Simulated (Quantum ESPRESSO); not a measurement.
# Collinear magnetic orders of SiNi with Quantum ESPRESSO

Does SiNi prefer parallel or opposed moments?

Program: Quantum ESPRESSO 7.5. Level of theory: PBEsol; plane waves with GBRV 1.5 PBEsol potentials, no spin-orbit coupling. Results are calculated unless marked as measured.

Most raw output is cut from this account.

## 1. Set-up

It takes space group Pnma (No. 62, orthorhombic). The conventional cell has a = 5.173 Å, b = 3.338 Å, c = 5.605 Å, α = 90.00°, β = 90.00°, γ = 90.00°. Nearest to Si lie 6 Ni at 2.28 to 2.40 Å. Ni has 6 Si at 2.28 to 2.40 Å nearest. Farther neighbours are not listed.

The cell comes from the Crystallography Open Database.

## 2. Start 1: ferro ++++

The signs are those of the starting moments on the seeded atoms, the atoms that are given a moment.

pw.in

```
&CONTROL
  calculation = 'scf'
  prefix = 'pwscf'
  outdir = './tmp'
  pseudo_dir = './pseudo'
  disk_io = 'nowf'
/
&SYSTEM
  ibrav = 0
  celldm(1) = 8
  nat = 8
  ntyp = 2
  ecutwfc = 40
  ecutrho = 280
  nbnd = 59
  occupations = 'smearing'
  smearing = 'fd'
  degauss = 0.00734986
  nspin = 2
  starting_magnetization(1) = 0
  starting_magnetization(2) = 0.0556
/
&ELECTRONS
  conv_thr = 1.6d-08
  electron_maxstep = 150
  mixing_beta = 0.3
/
ATOMIC_SPECIES
Si     28.0850 si_pbesol_v1.uspp.F.UPF
Ni     58.6934 ni_pbesol_v1.4.uspp.F.UPF
CELL_PARAMETERS alat
   1.2219677769127    0.0000000000000    0.0000000000000
   0.0000000000000    0.7885118470767    0.0000000000000
   0.0000000000000    0.0000000000000    1.3239657444894
ATOMIC_POSITIONS crystal
Si      0.3212800000    0.7500000000    0.0825000000
Si      0.1787200000    0.2500000000    0.5825000000
Si      0.8212800000    0.7500000000    0.4175000000
Si      0.6787200000    0.2500000000    0.9175000000
Ni      0.0077900000    0.2500000000    0.1875200000
Ni      0.4922100000    0.7500000000    0.6875200000
Ni      0.5077900000    0.2500000000    0.3124800000
Ni      0.9922100000    0.7500000000    0.8124800000
K_POINTS automatic
8 8 8 0 0 0
```

Started as:

```bash
$ OMP_NUM_THREADS=1 mpirun -n 4 pw.x -nk 4 -in pw.in > pw.out
```

It took 7 min on 4 MPI ranks of Arm Neoverse V1, shared host; peak memory 1.1 GiB; 28 min of CPU time.

The spin moment in the atom's sphere vanishes on all atoms.

Read from the output:

| Quantity | Value |
| --- | --- |
| smearing term TS | 0.07086 eV |
| magnetization | 0 μB |
| absolute magnetization | 0 μB |
| final state | non-magnetic |

## 3. Run 2 (antiferro +−−+)

Changes to pw.in since step 2:

```diff
@@ -11,6 +11,6 @@
   nat = 8
-  ntyp = 2
+  ntyp = 3
   ecutwfc = 40
   ecutrho = 280
-  nbnd = 59
+  nbnd = 57
   occupations = 'smearing'
@@ -21,2 +21,3 @@
   starting_magnetization(2) = 0.0556
+  starting_magnetization(3) = -0.0556
 /
@@ -29,3 +30,4 @@
 Si     28.0850 si_pbesol_v1.uspp.F.UPF
-Ni     58.6934 ni_pbesol_v1.4.uspp.F.UPF
+Ni1    58.6934 ni_pbesol_v1.4.uspp.F.UPF
+Ni2    58.6934 ni_pbesol_v1.4.uspp.F.UPF
 CELL_PARAMETERS alat
@@ -39,6 +41,6 @@
 Si      0.6787200000    0.2500000000    0.9175000000
-Ni      0.0077900000    0.2500000000    0.1875200000
-Ni      0.4922100000    0.7500000000    0.6875200000
-Ni      0.5077900000    0.2500000000    0.3124800000
-Ni      0.9922100000    0.7500000000    0.8124800000
+Ni1     0.0077900000    0.2500000000    0.1875200000
+Ni2     0.4922100000    0.7500000000    0.6875200000
+Ni2     0.5077900000    0.2500000000    0.3124800000
+Ni1     0.9922100000    0.7500000000    0.8124800000
 K_POINTS automatic
```

Elapsed: 9.4 min, on 4 MPI ranks; peak memory 1.3 GiB.

The spin moment in the atom's sphere vanishes on all atoms.

Numbers from this step:

| Item | Value |
| --- | --- |
| smearing term TS | 0.07086 eV |
| magnetization | 0 μB |
| absolute magnetization | 0 μB |
| final state | non-magnetic |

## 4. Start 3: antiferro ++−−

Changes to pw.in since step 3:

```diff
@@ -42,5 +42,5 @@
 Ni1     0.0077900000    0.2500000000    0.1875200000
-Ni2     0.4922100000    0.7500000000    0.6875200000
+Ni1     0.4922100000    0.7500000000    0.6875200000
 Ni2     0.5077900000    0.2500000000    0.3124800000
-Ni1     0.9922100000    0.7500000000    0.8124800000
+Ni2     0.9922100000    0.7500000000    0.8124800000
 K_POINTS automatic
```

Elapsed: 7.2 min, on 4 MPI ranks; peak memory 1.1 GiB; 29 min of CPU time.

The spin moment in the atom's sphere vanishes on all atoms.

Numbers from this step:

```yaml
smearing_term_ts: 0.07086 eV
magnetization: 0 μB
absolute_magnetization: 0 μB
final_state: non-magnetic
```

## 5. Energies of the orders

An order is kept where moments of 0.15 μB or more survive with the typed signs; meshes match where a doubled cell samples the same k points as the first cell.

Orders:

| start | final state | typed order kept | energy over the lowest (meV a seeded atom) | largest site moment (μB) | net moment (μB a cell of the first run) | mesh matched | CPU time (s) |
| --- | --- | --- | --- | --- | --- | --- | --- |
| ferro ++++ | non-magnetic | no | 0 | 0 | 0 | yes | 1686 |
| antiferro +--+ | non-magnetic | no | 0 | 0 | 0 | yes | 2265 |
| antiferro ++-- | non-magnetic | no | 0 | 0 | 0 | yes | 1724 |

## 6. Results

| Property | Result |
| --- | --- |
| lowest state found | non-magnetic (from ferro ++++, antiferro +--+ and antiferro ++--) |
| largest site moment | 0 μB |

In words: The lowest state carries no moment, and no start kept one. Only these 3 starts were compared; other wavevectors, canted and longer-period orders were not. Energies are free energies at an electronic temperature of 1160 K, which lowers moments and differences where the moments are itinerant.

[Logs and program files are shortened in this print: banners, set-up blocks, solver, clock and traceback lines can be left out without a mark of their own.]

[Logs are printed without paths, hosts, clocks, repeated set-up lines and the standing remarks that a program may print on its own settings, such as how far it seeks lower states.]

[Hosts, paths, dates, database ids (printed as entryN), source tags and the programs' standing remarks are cut or masked in the printed files.]

[Where a cell is said to come from a database of computed structures, the database is the Materials Project.]
